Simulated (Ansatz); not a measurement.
# Bands, cutoff and cost in G0W0 for CsCu2I3 (Cmcm)

Aim: see how the G0W0 gap of CsCu2I3 (Cmcm) on LDA moves with empty bands and screening cutoff, and what each rung costs.

Method: G0W0 on LDA, plane waves, PAW, in Ansatz 0.2.0.

In doubt: one-shot GW on d or f shells is unsure (steps 2, 3, 4), so the values of those runs are not to be relied on.

### 1. Starting point

It takes space group Cmcm (No. 63, orthorhombic). Conventional cell: a = 10.548 Å, b = 13.172 Å, c = 6.097 Å, α = 90.00°, β = 90.00°, γ = 90.00°. Nearest to Cs lie 10 I at 4.00 to 4.47 Å. Nearest to Cu lie 4 I at 2.60 Å and 1 Cu at 2.62 Å. Nearest to I lie 4 Cu at 2.60 Å and 2 Cs at 4.06 Å. Nearest to I lie 2 Cu at 2.60 Å and 4 Cs at 4.00 to 4.47 Å. Farther neighbours and most contacts between anions are not listed.

As a file:

```cif
data_structure
_symmetry_space_group_name_H-M 'Cmcm'
_symmetry_Int_Tables_number 63
_cell_length_a 10.5479
_cell_length_b 13.1725
_cell_length_c 6.0972
_cell_angle_alpha 90.000
_cell_angle_beta 90.000
_cell_angle_gamma 90.000
_cell_volume 847.16
loop_
_atom_site_label
_atom_site_type_symbol
_atom_site_symmetry_multiplicity
_atom_site_Wyckoff_symbol
_atom_site_fract_x
_atom_site_fract_y
_atom_site_fract_z
_atom_site_occupancy
Cs1 Cs 4 c 0.50000 0.17058 0.25000 1
Cu1 Cu 8 e 0.87599 0.00000 0.00000 1
I1 I 4 c 0.50000 0.62540 0.25000 1
I2 I 8 g 0.73389 0.88740 0.25000 1
```

Geometry: measured cell, ions relaxed with LDA. The runs that relaxed it are not among those shown. Spin-orbit coupling is left out unless a step names it.

### 2. 688 empty bands, screening to 80 eV

Now the one-shot GW correction: screening in the RPA, then the self-energy of the levels asked for. This step takes hard PAW files.

File input.yaml:

```yaml
crystal:
  lattice:
    - [5.27395, -6.58625, 0.0]
    - [5.27395, 6.58625, 0.0]
    - [0.0, 0.0, 6.09718]
  atoms:
    - { symbol: Cs, position: [0.3294198204, 0.6705801796, 0.25] }
    - { symbol: Cs, position: [0.6705801796, 0.3294198204, 0.75] }
    - { symbol: Cu, position: [0.8759909032, 0.8759909032, 0.0] }
    - { symbol: Cu, position: [0.1240090968, 0.1240090968, 0.5] }
    - { symbol: Cu, position: [0.1240090968, 0.1240090968, 0.0] }
    - { symbol: Cu, position: [0.8759909032, 0.8759909032, 0.5] }
    - { symbol: I, position: [0.8745958474, 0.1254041526, 0.25] }
    - { symbol: I, position: [0.1254041526, 0.8745958474, 0.75] }
    - { symbol: I, position: [0.8464852326, 0.6212901841, 0.25] }
    - { symbol: I, position: [0.1535147674, 0.3787098159, 0.75] }
    - { symbol: I, position: [0.6212901841, 0.8464852326, 0.75] }
    - { symbol: I, position: [0.3787098159, 0.1535147674, 0.25] }
kpoints:
  mp_grid: { grid: [2, 2, 4] }
hamiltonian:
  xc: lda
  pseudopotentials: { kind: paw, source: ansatz }
scf:
  occupations: { method: fixed }
gw:
  n_empty_bands: 688
  ecut_chi: 80.0
  qp_bands: [v4, c4]
  qp_kpoints: band_edges
  screening: { model: contour_deformation }
```

Launch:

```
$ ansatz run input.yaml --threads 16 --pin off --max-ram 92160MiB --backend cuda --events-out ev --progress --plain --runs-dir out --devices 1 --max-vram 157GiB
```

Numbers of over 12 decimals in the logs are rounded to 6 here.

What it wrote:

```text
GPUs: using 1 of 1 available (devices: 1).
Engine: ansatz 0.2.0, aarch64-unknown-linux-gnu
Pseudopotentials: kind: paw
Pseudopotential: Cs, paw, valence charge 9, recommended cutoff 520 eV (normal), Cs.paw.azcp
Pseudopotential: Cu, paw, valence charge 19, recommended cutoff 700 eV (normal), Cu.paw.azcp
Pseudopotential: I, paw, valence charge 17, recommended cutoff 520 eV (normal), I.paw.azcp
Functional definition: SPW92
  exchange = slater_x
  correlation = pw_c
[...]
Crystal: 12 atoms, lattice volume = 423.578 Å³
Basis set: ecut = 700 eV, 17801 PW (Γ)
Bands: 118, of which v1, the nominal top of the filled ones, is band 98 counted from 1 (97 counted from 0)
Symmetry: 8 space group operations
Space group: Cmcm (ITA 63), of the structure as read, at distance tolerance 7.5e-5 Å
k-points: 9 of 16
Non-local potential: Cs, projectors of the file, l = 0: 3, l = 1: 2, l = 2: 2, l = 3: 3
Non-local potential: Cu, projectors of the file, l = 0: 3, l = 1: 3, l = 2: 3, l = 3: 1, l = 4: 1
Non-local potential: I, projectors of the file, l = 0: 2, l = 1: 2, l = 2: 3, l = 3: 2
PAW form: soft (Blöchl's): semilocal exchange-correlation on the pseudo side does not see the compensation charge
PAW frozen core: Cs, regenerated for the run's functional, and the local potential with it (the file was generated under x = pbe(κ = 0.804, μ = 0.219515), c = pbe(β = 0.066725))
PAW frozen core: Cu, regenerated for the run's functional, and the local potential with it (the file was generated under x = pbe(κ = 0.804, μ = 0.219515), c = pbe(β = 0.066725))
PAW frozen core: I, regenerated for the run's functional, and the local potential with it (the file was generated under x = pbe(κ = 0.804, μ = 0.219515), c = pbe(β = 0.066725))
PAW one-centre angular grid: Cs, 194 points (default); XC on 64 Gauss nodes
PAW one-centre angular grid: Cu, 590 points (default); XC on 64 Gauss nodes
PAW one-centre angular grid: I, 590 points (default); XC on 64 Gauss nodes
Initial density: superposition of atomic densities (chi_scale 0.1, normalization cell, long waves kept (reshape's long-wave potential 0.02 eV rms))
Initial wavefunctions: pseudopotential atomic-orbital guess
[...]
Functional: x = slater, c = lda
SCF iter   1: F=—  HF=-81436.757232 eV  |F-HF|=—  |Δ(HF+E_count)|=         —  Δρ=5.00e-2  dr2=1.86e1  ethr=3.10e-3  ⟨swp⟩=11.8  Hψ=4541  notcnv=0  defer=158
preconditioner: auto → Resta (q_TF=auto, 2.399 Å⁻¹)  ε∞=4.5  [insulator: Δε(μ)=1.626 eV  Ē_g=9.634 eV  n_scr=96 (ndim 8)  ℏωp=18.0 eV  f_vac=0.136  ε∞_Penn≈4.5]
SCF iter   2: F=—  HF=-81432.872579 eV  |F-HF|=—  |Δ(HF+E_count)|=    3.88e0  Δρ=4.45e-2  dr2=6.32e0  ethr=3.10e-3  ⟨swp⟩=5.9  Hψ=2692  notcnv=0  defer=157
SCF iter   3: F=—  HF=-81431.583839 eV  |F-HF|=—  |Δ(HF+E_count)|=    1.29e0  Δρ=2.26e-2  dr2=2.66e0  ethr=3.10e-3  ⟨swp⟩=5.7  Hψ=2649  notcnv=0  defer=147
SCF iter   4: F=—  HF=-81430.895076 eV  |F-HF|=—  |Δ(HF+E_count)|=   6.89e-1  Δρ=8.19e-3  dr2=5.80e-1  ethr=1.36e-3  ⟨swp⟩=5.6  Hψ=1814  notcnv=0  defer=159
SCF iter   5: F=—  HF=-81430.677932 eV  |F-HF|=—  |Δ(HF+E_count)|=   2.17e-1  Δρ=2.80e-3  dr2=4.75e-2  ethr=2.96e-4  ⟨swp⟩=6.8  Hψ=1949  notcnv=0  defer=162
SCF iter   6: F=—  HF=-81430.667161 eV  |F-HF|=—  |Δ(HF+E_count)|=   1.08e-2  Δρ=9.95e-4  dr2=3.59e-3  ethr=2.42e-5  ⟨swp⟩=6.7  Hψ=2428  notcnv=0  defer=162
[...]
SCF iter   9: F=—  HF=-81430.665378 eV  |F-HF|=—  |Δ(HF+E_count)|=   3.47e-6  Δρ=2.77e-5  dr2=2.34e-6  ethr=1.43e-8  ⟨swp⟩=3.6  Hψ=2164  notcnv=0  defer=162
SCF iter  10: F=—  HF=-81430.665378 eV  |F-HF|=—  |Δ(HF+E_count)|=   3.38e-7  Δρ=7.47e-6  dr2=2.08e-7  ethr=1.19e-9  ⟨swp⟩=4.0  Hψ=2259  notcnv=0  defer=162
SCF iter  11: F=-81430.665378 eV  HF=-81430.665378 eV  |F-HF|=1.09e-8  |Δ(HF+E_count)|=   5.02e-9  Δρ=1.63e-6  dr2=2.18e-8  ethr=5.10e-11  ⟨swp⟩=31.0  Hψ=10564  notcnv=0
SCF 1 converged in 11 iterations: F = -81430.665378 eV  dr2 = 2.18e-8
  greatest PAW one-centre occupation: 0.996 electrons in one spin orbital (limit 2), on the Cu atom at site 5 (counted from 0), in its partial waves of l = 0
[...]
NSCF: frozen V_eff on 9 k-points
[...]
SCF converged after 11 iterations
[...]
1   102      9.5295    -8.3170    -3.6802   -12.9288  0.7951    10.4770    10.4610  root
     2    95      5.6718   -35.0481     5.5676   -28.8771  0.7172     5.0598     5.0686  root
     2    96      5.6718   -35.0481     5.5676   -28.8771  0.7172     5.0598     5.0686  root
     2    97      5.7185   -34.4518     5.3233   -28.5613  0.7206     5.1436     5.1512  root
     2    98      5.7185   -34.4518     5.3233   -28.5613  0.7206     5.1436     5.1512  root
     2    99      8.7090    -8.1636    -3.5282   -12.5886  0.7995     9.6193     9.6059  root
     2   100      8.7090    -8.1636    -3.5282   -12.5886  0.7995     9.6193     9.6059  root
     2   101      9.1980    -7.7290    -3.6527   -12.2957  0.8001    10.1263    10.1119  root
     2   102      9.1980    -7.7290    -3.6527   -12.2957  0.8001    10.1263    10.1119  root
     3    95      5.4225   -36.5405     6.1056   -29.8055  0.7068     4.7826     4.7932  root
     3    96      5.6078   -33.7479     5.3480   -27.7781  0.7206     4.9767     4.9860  root
     3    97      5.8252   -32.0806     4.7847   -26.7349  0.7293     5.2573     5.2643  root
     3    98      6.1193   -33.4608     4.8541   -28.0812  0.7305     5.5879     5.5938  root
     3    99      8.9718    -8.8464    -3.6229   -13.3919  0.7967     9.9096     9.8943  root
     3   100      9.1015    -9.4143    -3.6023   -13.9597  0.7887    10.0607    10.0446  root
     3   101      9.5047    -8.5463    -3.4681   -12.8486  0.7957    10.3514    10.3389  root
     3   102      9.7356    -5.7410    -3.4141    -9.9149  0.8115    10.5061    10.4954  root
     4    95      5.6034   -33.2882     5.2178   -27.4660  0.7219     4.9903     4.9991  root
     4    96      5.6201   -34.9244     5.5970   -28.7106  0.7170     4.9940     5.0033  root
     4    97      5.8476   -32.6870     4.8834   -27.2418  0.7285     5.2788     5.2858  root
     4    98      6.0206   -33.6984     4.9707   -28.1920  0.7280     5.4786     5.4849  root
     4    99      8.9054    -8.0987    -3.7045   -12.7535  0.7990     9.8714     9.8556  root
     4   100      9.0542    -8.3494    -3.6002   -12.8545  0.7956     9.9736     9.9591  root
     4   101      9.4062    -8.3795    -3.5402   -12.7922  0.7965    10.2921    10.2786  root
[...]
8    95      5.7049   -35.5473     5.5843   -29.3882  0.7172     5.1223     5.1301  root
     8    96      5.7049   -35.5473     5.5843   -29.3882  0.7172     5.1223     5.1301  root
     8    97      5.7211   -35.0068     5.4513   -28.9782  0.7194     5.1360     5.1438  root
     8    98      5.7211   -35.0068     5.4513   -28.9782  0.7194     5.1360     5.1438  root
     8    99      9.5937    -9.2221    -3.7840   -13.9725  0.7872    10.5791    10.5601  root
     8   100      9.5937    -9.2221    -3.7840   -13.9725  0.7872    10.5791    10.5601  root
     8   101     10.0283    -6.0617    -3.6685   -10.5243  0.8014    10.8341    10.8223  root
     8   102     10.0283    -6.0617    -3.6685   -10.5243  0.8014    10.8341    10.8223  root
```

Wall time 24 s (1 × NVIDIA GB200 with 16 threads of Arm Neoverse V2, shared host); peak memory 5.4 GiB; 63 s of CPU time.

This step gave:

- bands summed: 786
- RPA ε∞ on this mesh (eigenvalues): 4.367, 4.422, 4.581
- plane waves in the screening matrix: 695
- q-points in the mesh: 16
- G0W0 gap on the mesh: 3.116 eV
- k of the valence top: 0, 0, 0
- k of the conduction bottom: 0, 0, 0
- starting gap on the mesh: 1.724 eV
- Z at the valence top: 0.7323
- Z at the conduction bottom: 0.8103
- least direct G0W0 gap on the computed points: 3.116 eV

The gap on the mesh goes from 1.72 eV to 3.12 eV, a correction of +1.39 eV. Between the two edge states, bare exchange in place of the xc potential would open the gap by 9.65 eV, and correlation takes back 8.25 eV.

### 3. 1593 empty bands, screening to 140 eV

Bands and screening cutoff are moved together, since each hides the error of the other.

Edit input.yaml of step 2 so:

```diff
@@ -26,4 +26,4 @@
 gw:
-  n_empty_bands: 688
-  ecut_chi: 80.0
+  n_empty_bands: 1593
+  ecut_chi: 140.0
   qp_bands: [v4, c4]
```

What it wrote:

```text
GPUs: using 1 of 1 available (devices: 1).
[...]
Crystal: 12 atoms, lattice volume = 423.578 Å³
Basis set: ecut = 700 eV, 17801 PW (Γ)
Bands: 118, of which v1, the nominal top of the filled ones, is band 98 counted from 1 (97 counted from 0)
Symmetry: 8 space group operations
[...]
k-points: 9 of 16
[...]
SCF iter   1: F=—  HF=-81436.757232 eV  |F-HF|=—  |Δ(HF+E_count)|=         —  Δρ=5.00e-2  dr2=1.86e1  ethr=3.10e-3  ⟨swp⟩=11.8  Hψ=4541  notcnv=0  defer=158
[...]
SCF iter   6: F=—  HF=-81430.667161 eV  |F-HF|=—  |Δ(HF+E_count)|=   1.08e-2  Δρ=9.95e-4  dr2=3.59e-3  ethr=2.42e-5  ⟨swp⟩=6.7  Hψ=2428  notcnv=0  defer=162
[...]
SCF iter   9: F=—  HF=-81430.665378 eV  |F-HF|=—  |Δ(HF+E_count)|=   3.47e-6  Δρ=2.77e-5  dr2=2.34e-6  ethr=1.43e-8  ⟨swp⟩=3.6  Hψ=2164  notcnv=0  defer=162
[...]
SCF iter  11: F=-81430.665378 eV  HF=-81430.665378 eV  |F-HF|=1.09e-8  |Δ(HF+E_count)|=   5.02e-9  Δρ=1.63e-6  dr2=2.18e-8  ethr=5.10e-11  ⟨swp⟩=31.0  Hψ=10564  notcnv=0
SCF 1 converged in 11 iterations: F = -81430.665378 eV  dr2 = 2.18e-8
[...]
NSCF: frozen V_eff on 9 k-points
[...]
SCF converged after 11 iterations
[...]
1   102      9.5295    -8.3170    -3.8486   -12.9288  0.7942    10.3029    10.2927  root
     2    95      5.6718   -35.0481     5.5579   -28.8771  0.7145     5.0498     5.0589  root
     2    96      5.6718   -35.0481     5.5579   -28.8771  0.7145     5.0498     5.0589  root
     2    97      5.7185   -34.4518     5.3003   -28.5613  0.7177     5.1200     5.1282  root
     2    98      5.7185   -34.4518     5.3003   -28.5613  0.7177     5.1200     5.1282  root
     2    99      8.7090    -8.1636    -3.6806   -12.5886  0.7987     9.4623     9.4535  root
     2   100      8.7090    -8.1636    -3.6806   -12.5886  0.7987     9.4623     9.4535  root
     2   101      9.1980    -7.7290    -3.8144   -12.2957  0.7993     9.9596     9.9503  root
[...]
7    99      9.3537    -9.1333    -3.8531   -13.7631  0.7881    10.1412    10.1304  root
     7   100      9.3817    -9.0477    -3.7033   -13.4667  0.7927    10.1062    10.0973  root
     7   101      9.9245    -8.9130    -4.1301   -13.8882  0.7867    10.7831    10.7695  root
     7   102     10.2486    -6.5368    -3.7223   -10.9294  0.8014    10.9276    10.9189  root
     8    95      5.7049   -35.5473     5.5824   -29.3882  0.7144     5.1204     5.1283  root *
     8    96      5.7049   -35.5473     5.5824   -29.3882  0.7144     5.1204     5.1283  root *
     8    97      5.7211   -35.0068     5.4364   -28.9782  0.7165     5.1207     5.1289  root *
     8    98      5.7211   -35.0068     5.4364   -28.9782  0.7165     5.1207     5.1289  root *
     8    99      9.5937    -9.2221    -3.9683   -13.9725  0.7862    10.3875    10.3758  root *
     8   100      9.5937    -9.2221    -3.9683   -13.9725  0.7862    10.3875    10.3758  root *
     8   101     10.0283    -6.0617    -3.7773   -10.5243  0.8010    10.7220    10.7135  root *
     8   102     10.0283    -6.0617    -3.7773   -10.5243  0.8010    10.7220    10.7135  root *
```

Run time: 67 s. Hardware: 1 × NVIDIA GB200 with 16 threads; peak memory 11 GiB; 3.3 min of CPU time.

This step gave:

```yaml
bands_summed: 1691
rpa_eps_infinity_on_this_mesh_eigenvalues: 4.365, 4.420, 4.579
plane_waves_in_the_screening_matrix: 1573
q_points_in_the_mesh: 16
g0w0_gap_on_the_mesh: 3.000 eV
k_of_the_valence_top: 0, 0, 0
k_of_the_conduction_bottom: 0, 0, 0
starting_gap_on_the_mesh: 1.724 eV
z_at_the_valence_top: 0.7293
z_at_the_conduction_bottom: 0.8095
least_direct_g0w0_gap_on_the_computed_points: 3.000 eV
```

Against the run with 2×2×4 mesh, 688 empty bands, screening to 80 eV, hard PAW files, the gap moves by −0.12 eV.

### 4. 2927 empty bands, screening to 210 eV

Edit input.yaml of step 3 so:

```diff
@@ -26,4 +26,4 @@
 gw:
-  n_empty_bands: 1593
-  ecut_chi: 140.0
+  n_empty_bands: 2927
+  ecut_chi: 210.0
   qp_bands: [v4, c4]
```

What it wrote:

```text
GPUs: using 1 of 1 available (devices: 1).
[...]
Crystal: 12 atoms, lattice volume = 423.578 Å³
Basis set: ecut = 700 eV, 17801 PW (Γ)
Bands: 118, of which v1, the nominal top of the filled ones, is band 98 counted from 1 (97 counted from 0)
Symmetry: 8 space group operations
[...]
k-points: 9 of 16
[...]
2   100      8.7090    -8.1636    -3.7575   -12.5886  0.7985     9.3835     9.3766  root
     2   101      9.1980    -7.7290    -3.8956   -12.2957  0.7991     9.8763     9.8691  root
[...]
8    99      9.5937    -9.2221    -4.0529   -13.9725  0.7860    10.3002    10.2912  root
     8   100      9.5937    -9.2221    -4.0529   -13.9725  0.7860    10.3002    10.2912  root
     8   101     10.0283    -6.0617    -3.8210   -10.5243  0.8010    10.6772    10.6699  root
     8   102     10.0283    -6.0617    -3.8210   -10.5243  0.8010    10.6772    10.6699  root
[key lines of the parts left out:]
SCF converged after 11 iterations
```

The job ended after 2.7 min (1 × NVIDIA GB200 with 16 threads; peak memory 23 GiB; 7.3 min of CPU time).

Numbers from this step:

```yaml
bands_summed: 3025
rpa_eps_infinity_on_this_mesh_eigenvalues: 4.361, 4.414, 4.571
plane_waves_in_the_screening_matrix: 2933
g0w0_gap_on_the_mesh: 2.971 eV
k_of_the_valence_top: 0, 0, 0
k_of_the_conduction_bottom: 0, 0, 0
starting_gap_on_the_mesh: 1.724 eV
least_direct_g0w0_gap_on_the_computed_points: 2.971 eV
```

Against the run with 2×2×4 mesh, 1593 empty bands, screening to 140 eV, hard PAW files, the gap moves by −0.03 eV.

### 5. Side by side

Times are wall times on 1 × NVIDIA GB200 with 16 threads of Arm Neoverse V2, shared host, good to a factor of about two.

```csv
mesh,files,frequency,bands summed,cutoff (eV),start (eV),G0W0 (eV),time,host memory (GiB)
2×2×4,hard PAW,contour deformation,786,80,1.724,3.116,24 s,5.4
2×2×4,hard PAW,contour deformation,1691,140,1.724,3.000,67 s,11
2×2×4,hard PAW,contour deformation,3025,210,1.724,2.971,2.7 min,23
```

How the two edges are built up, in eV (the quasiparticle level is the starting level plus Σx plus Σc less Vxc):

```csv
run,edge,start,Σx,Σc,Vxc,Z,QP
786 bands,valence top,6.25,-33.54,4.80,-28.23,0.73,5.73
786 bands,conduction bottom,7.97,-7.46,-3.46,-11.80,0.81,8.85
1691 bands,valence top,6.25,-33.54,4.75,-28.23,0.73,5.69
1691 bands,conduction bottom,7.97,-7.46,-3.62,-11.80,0.81,8.69
3025 bands,valence top,6.25,-33.54,4.67,-28.23,0.73,5.61
3025 bands,conduction bottom,7.97,-7.46,-3.73,-11.80,0.81,8.58
```

### 6. Results

```yaml
786_bands_80_ev: 3.116 eV
1691_bands_140_ev: 3.000 eV
3025_bands_210_ev: 2.971 eV
estimated_limit_in_bands_and_cutoff: 2.93 eV
mesh_and_start: 2×2×4, LDA
```

In words: A line in one over the bands through the two highest rungs gives 2.93 eV, −0.04 eV from the top rung; the pair below gives 2.90 eV, so the series converges faster than that law. The rungs stand 0.18 eV (786 bands), 0.07 eV (1691 bands) and 0.04 eV (3025 bands) from it. From 786 to 3025 bands the gap moves by −0.14 eV while the time grows 6.8-fold. Σc changes by −0.13 eV at the valence top and −0.27 eV at the conduction bottom, so the conduction edge carries most of the change. The cheapest rung within 0.1 eV of this estimate is that with 1691 bands (67 s). Gaps are over the mesh's points; an edge off the mesh would be missed. The 2×2×4 mesh is coarse for this cell (its supercell is 17 Å along the shortest edge). The RPA ε∞ on it, from the LDA start, is 4.36, 4.41 and 4.57; such meshes misread the long-range screening, most where the gap is narrow. A d shell, filled or nearly so, lies near the gap. One-shot GW converges very slowly in bands there, not always from below, and on a semilocal start the gap tends to come out low; starts rich in exact exchange can overshoot instead. The many-body steps are scalar-relativistic: spin-orbit coupling is not in them.

[Paths, hosts, dates, memory and timing lines, banners, echoed tables and standing remarks are left out of the program output.]

[Logs are printed without paths, hosts, clocks, repeated set-up lines and the standing remarks that a program may print on its own settings, such as how far it seeks lower states.]

[Runs of the session that timed out or met a known fault of the program may be left out.]

[Cells called generated may have been cut or substituted from an entry of the Crystallography Open Database or the Materials Project.]

[Hosts, paths, dates, database ids (printed as entryN), source tags and the programs' standing remarks are cut or masked in the printed files.]
